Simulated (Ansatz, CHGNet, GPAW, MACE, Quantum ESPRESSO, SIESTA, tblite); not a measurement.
**tblite runs on random packing of 64AlN-36Al2O3 (mol %) (86 atoms)**

Wanted: tblite inputs and outputs for random packing of 64AlN-36Al2O3 (mol %) (86 atoms), checked against a plane-wave reference.

Method: the method is named at each step, in tblite 0.8.0.

**1. Starting point**

The cell holds 86 atoms: 38 Al, 18 N and 30 O. Cell: a = 9.738 Å, b = 9.738 Å, c = 9.738 Å, α = 90.0°, β = 90.0°, γ = 90.0°. 86 atoms (38 Al, 18 N, 30 O) packed at random in a cube at 3.16 g/cm³ and pushed apart as soft spheres, cations and anions kept from their own kind; a start for melting by ab initio MD, not an equilibrated structure. Then every atom was moved at random, 0.03 Å r.m.s. a Cartesian component.

The yardstick, on the same geometry:

* method: Kohn-Sham DFT, PBE, PAW, plane waves (Ansatz 0.2.0); cutoff 420 eV, Γ point, fermi-dirac smearing of 0.05 eV; PAW set soft_2
* r.m.s. force component: 1.796 eV/Å
* longest force: 6.263 eV/Å
* pressure: 4.911 GPa
* SCF cycles: 11
* time: 8.7 s on 4 threads of Arm Neoverse V2, shared host
* CPU time: 31 s

**2. GFN1-xTB**

Method: GFN1-xTB tight binding, diagonalisation.

run.py reads:

```python
import numpy as np
from ase.io import read
from tblite.ase import TBLite

atoms = read("structure.xyz")
atoms.calc = TBLite(method="GFN1-xTB", electronic_temperature=580, accuracy=1.0, max_iterations=250, mixer_damping=0.4, verbosity=1)
energy = atoms.get_potential_energy()
forces = atoms.get_forces()
print(f"energy {energy:.6f} eV")
print("forces (eV/A)")
for i, (a, f) in enumerate(zip(atoms, forces)):
    print(f"{i:4d} {a.symbol:2s} {f[0]:10.5f} {f[1]:10.5f} {f[2]:10.5f}")
stress = -atoms.get_stress(voigt=False) * 160.21766
print("stress (GPa, compression positive)")
for row in stress:
    print(" ".join(f"{x:10.4f}" for x in row))
print("charges (e)")
print(np.array2string(atoms.get_charges(), precision=4, suppress_small=True, max_line_width=110, threshold=100000))
```

structure.xyz reads:

```xyz
86
Lattice="9.73820 0.00000 0.00000 0.00000 9.73820 0.00000 0.00000 0.00000 9.73820" Properties=species:S:1:pos:R:3 pbc="T T T"
Al 9.64491 2.62191 2.62328
Al 0.44601 5.40519 4.59049
Al 8.71540 4.38482 7.35517
Al 8.26238 8.65745 5.15297
Al 5.53363 6.30996 6.65401
Al 4.56838 2.10209 5.04478
Al 0.48116 4.61951 0.46831
Al 2.80022 8.45285 3.49971
Al 2.26102 3.35510 6.95122
Al 2.73984 4.36018 3.32443
Al 7.30190 6.78626 3.93842
Al 8.26910 5.75722 1.46521
Al 7.18231 7.04403 8.43503
Al 6.79025 8.61753 2.31905
Al 1.96137 7.47680 1.20199
Al 6.47678 3.60099 1.01540
Al 8.29276 1.98727 7.81578
Al 2.06898 5.20906 8.45597
Al 6.29906 2.31195 3.34449
Al 4.28120 8.88017 1.58538
Al 1.18251 1.78530 9.11525
Al 1.86370 9.16472 9.10668
Al 4.05216 9.72418 7.38146
Al 6.48944 0.24657 7.32605
Al 2.16120 7.59940 7.22574
Al 6.23878 4.64356 8.50427
Al 8.67829 8.43708 0.25524
Al 5.93047 9.32559 4.59419
Al 4.77785 1.63650 1.55441
Al 8.63106 1.22604 4.34596
Al 1.71587 0.23751 1.93362
Al 9.46183 7.58060 7.08814
Al 7.70905 1.42226 0.31834
Al 1.90937 0.72102 6.41699
Al 7.54487 4.47246 3.36007
Al 2.89312 3.05575 0.80379
Al 9.13950 9.36270 2.52570
Al 3.84639 5.92336 1.85240
N 1.68159 3.59661 9.18264
N 4.44481 3.46417 3.67997
N 6.59997 2.79720 8.40514
N 4.81778 0.78626 3.70587
N 2.28409 7.31436 9.08827
N 3.31722 8.68949 5.77943
N 2.60808 0.93740 0.41193
N 7.89846 2.71482 1.82728
N 7.36724 0.68177 5.73044
N 3.29784 6.14812 7.25058
N 0.53482 8.68297 1.27337
N 5.29174 1.55996 6.63016
N 4.95022 4.49223 1.62803
N 4.63538 3.81913 6.36498
N 4.77873 7.94949 7.50825
N 4.44442 3.13726 9.42073
N 0.89221 6.57027 5.97351
N 6.67573 9.42453 9.36396
[... 26 atom lines left out ...]
O 9.41148 1.04023 1.16858
O 7.38730 7.55645 6.30558
O 0.49275 2.13257 5.09483
O 4.73471 5.34355 8.95340
```

Command:

```sh
$ OMP_NUM_THREADS=1 python run.py > output.txt
```

The program printed:

```text
------------------------------------------------------------
  cycle        total energy    energy error   density error
------------------------------------------------------------
      1     -210.8895495235  -2.1097681E+02   1.0030950E+00
      2     -147.0410897025   6.3848460E+01   1.0173518E+00
      3     -54.03928458161   9.3001805E+01   1.3467100E+00
      4     -222.7183080980  -1.6867902E+02   6.6126574E-01
      5     -222.4194732412   2.9883486E-01   5.7041236E-01
      6     -230.2397309755  -7.8202577E+00   4.7303794E-01
      7     -241.9753985648  -1.1735668E+01   3.1152653E-01
      8     -237.6052152974   4.3701833E+00   3.5350892E-01
      9     -242.8046761330  -5.1994608E+00   2.6624224E-01
     10     -244.4200351532  -1.6153590E+00   2.1290615E-01
     11     -246.1206707336  -1.7006356E+00   1.3416609E-01
     12     -246.6082938716  -4.8762314E-01   1.0174759E-01
     13     -247.0127980122  -4.0450414E-01   7.0460599E-02
     14     -246.9892211621   2.3576850E-02   7.2682027E-02
     15     -247.1906930570  -2.0147189E-01   3.9163874E-02
     16     -247.2302058056  -3.9512749E-02   2.7113453E-02
     17     -247.2079865845   2.2219221E-02   2.9015749E-02
     18     -247.2559743017  -4.7987717E-02   1.4092341E-02
     19     -247.2503336424   5.6406593E-03   1.5579323E-02
     20     -247.2619874527  -1.1653810E-02   8.3684946E-03
     21     -247.2621345663  -1.4711361E-04   7.1304226E-03
     22     -247.2648492026  -2.7146363E-03   3.2429830E-03
     23     -247.2652354844  -3.8628178E-04   2.5177740E-03
     24     -247.2652252662   1.0218195E-05   2.2003446E-03
[...]
28     -247.2656074055  -4.1958646E-06   3.3748906E-04
     29     -247.2656115334  -4.1279240E-06   1.9781373E-04
     30     -247.2656129828  -1.4494595E-06   1.4002139E-04
     31     -247.2656131369  -1.5403577E-07   1.2264962E-04
     32     -247.2656137358  -5.9891812E-07   7.2166711E-05
     33     -247.2656137963  -6.0504618E-08   6.0366352E-05
     34     -247.2656139060  -1.0964845E-07   3.8427979E-05
     35     -247.2656139736  -6.7622096E-08   1.8599743E-05
------------------------------------------------------------
 total:                                   7.491 sec
energy -6728.440072 eV
forces (eV/A)
   0 Al    1.97593    0.79768    0.38304
   1 Al    0.09800   -0.90865   -0.31819
   2 Al   -0.45690    0.57476   -1.77924
   3 Al    1.90648    0.01912    1.14003
   4 Al   -1.08332   -0.69253   -2.36080
   5 Al   -2.09722    1.62574    1.06621
   6 Al   -0.72352    0.58136    0.57589
   7 Al    0.02009   -1.21854    4.30045
   8 Al    1.24417   -0.80917   -1.41121
   9 Al   -0.47324    0.01984    1.30027
  10 Al   -1.44375   -0.13841    1.16859
  11 Al    0.00298    1.49841    1.03464
  12 Al   -0.96533    0.46353    1.08462
  13 Al   -0.77034   -0.70049   -0.25891
  14 Al   -1.02803   -3.09649    0.81275
  15 Al   -0.25258    0.60915   -1.23961
  16 Al    0.44078   -1.51021   -1.91672
  17 Al    1.43654    3.09437   -0.47441
  18 Al    1.13326   -0.03127    0.60486
  19 Al    1.42314   -0.16723   -1.52392
  20 Al   -1.13730   -0.09462   -0.89018
  21 Al    0.50697    0.49552   -0.16641
  22 Al    0.83105   -0.03578    0.68562
  23 Al    0.70627   -1.19331    1.94136
[...]
78 O    -0.01728    2.30572   -2.08534
  79 O    -0.49796   -0.10666   -0.77353
  80 O     0.44469   -2.84228    3.29826
  81 O    -1.12286   -0.24135    3.89242
  82 O     1.00673    0.88327   -1.20435
  83 O     1.80764    0.92074    1.55905
  84 O    -0.83876   -1.70677   -0.37474
  85 O     1.65743   -1.46367   -0.80944
stress (GPa, compression positive)
   24.3018    -2.4222    -0.2655
   -2.4222    27.6373    -0.6875
   -0.2655    -0.6875    24.9154
charges (e)
[ 0.3317  0.4175  0.4524  0.3349  0.4487  0.351   0.4941  0.2555  0.3516  0.3618  0.3797  0.4659  0.3469
  0.3514  0.3509  0.2773  0.3579  0.4265  0.3501  0.321   0.3272  0.3573  0.325   0.2865  0.3581  0.3727
  0.4856  0.2707  0.276   0.3401  0.3586  0.4852  0.2897  0.4564  0.3642  0.3871  0.4251  0.4502 -0.1723
 -0.0678 -0.2059 -0.1591 -0.128  -0.0429 -0.1507 -0.2383 -0.1573 -0.0744 -0.1608 -0.1465 -0.1434 -0.0729
 -0.0239 -0.0884 -0.0743 -0.149  -0.4099 -0.3613 -0.3557 -0.4562 -0.3269 -0.4378 -0.3447 -0.3616 -0.4545
 -0.3769 -0.3823 -0.3722 -0.4218 -0.3606 -0.3612 -0.349  -0.3622 -0.4144 -0.3822 -0.3996 -0.394  -0.4417
 -0.3737 -0.4416 -0.405  -0.4766 -0.4576 -0.424  -0.3172 -0.3643]
```

Wall time 8 s (1 thread of Arm Neoverse V2, shared host); peak memory 0.13 GiB.

Banners, paths, timers and routine set-up lines are dropped from the logs unmarked, and long logs keep their key lines alone; longer cuts are marked.

Against the reference:

```yaml
r_m_s_force_component: 1.304 eV/Å
r_m_s_difference_of_force_components: 952 meV/Å
longest_difference_of_force_vectors: 3393 meV/Å
force_difference_over_r_m_s_force: 53 %
slope_of_forces_against_the_reference_s: 0.6231
correlation_of_force_components: 0.8583
pressure: 25.62 GPa
pressure_difference: 20.71 GPa
```

Length of the force difference by element (eV/Å):

```
element  atoms  mean  most
     Al     38   1.7   3.4
      N     18   1.5   3.0
      O     30   1.3   2.5
```

The surroundings of O81, picked at random, nearest first, numbered as they follow in the input and with coordinates relative to it.

```
atom      x      y      z  distance (Å)  Mulliken charge (e)     Fx     Fy  Fz (eV/Å)
 O81   0.00   0.00   0.00          0.00                -0.41   0.44  -2.84       3.30
 Al7  -0.76  -0.18  -1.74          1.91                 0.49  -0.72   0.58       0.58
Al10   1.50  -0.44   1.12          1.92                 0.36  -0.47   0.02       1.30
 O77  -1.04   1.53  -1.22          2.22                -0.39  -0.28   0.29      -2.60
 O57   1.60   0.52  -1.75          2.43                -0.41  -1.08   0.26       1.03
 Al2  -0.79   0.60   2.38          2.58                 0.42   0.10  -0.91      -0.32
 Al1  -1.33  -2.18   0.41          2.59                 0.33   1.98   0.80       0.38
Al36   1.65  -1.75  -1.41          2.79                 0.39   0.79   1.15      -0.26
Al38   2.61   1.12  -0.36          2.86                 0.45   1.27   0.87      -0.47
Al15   0.72   2.67  -1.01          2.95                 0.35  -1.03  -3.10       0.81
Al12  -2.71   0.95  -0.74          2.97                 0.47   0.00   1.50       1.03
 N39   0.44  -1.21  -2.76          3.05                -0.17  -1.02  -1.87       0.77
 O69   1.55  -2.68   0.19          3.10                -0.42  -0.78   1.32      -0.03
```

Atoms are counted from 1 here, from 0 in the log.

Forces lie 53 % from the reference's, at 0.26 times its CPU time (on 1 against 4 cores).

**3. What came out**

| Item | Value |
| --- | --- |
| force difference from the reference | tblite GFN1-xTB, 53 % |
| its CPU time | 8 s |

What this shows: Tight binding differs by 53 % (tblite GFN1-xTB); it is another model, with fitted parameters of its own, and the xTB methods hold dispersion. One electronic-structure run takes under half the reference's CPU time: tblite GFN1-xTB, at 53 % in 8 s against 31 s; its pressure misses by +20.7 GPa. Periodic xTB results under one method name differ between programs and library versions. The reference's stress is far from hydrostatic: its diagonal is 3.1, 8.3, 3.4 GPa, compression counted positive. The reference's pressure of 4.9 GPa belongs to a cell and atoms that aren't relaxed at this level. The electronic-structure runs sample only Γ, in a cell whose shortest periodic width is 10 Å, which is coarse for a cell with partly filled levels.

[Also dropped from logs without a mark: logging warnings of Python, and SIESTA's first energy breakdown and zero terms.]

[Logs are printed without paths, hosts, clocks, repeated set-up lines and the standing remarks that a program may print on its own settings, such as how far it seeks lower states.]

[Hosts, paths, dates, database ids (printed as entryN), source tags and the programs' standing remarks are cut or masked in the printed files.]
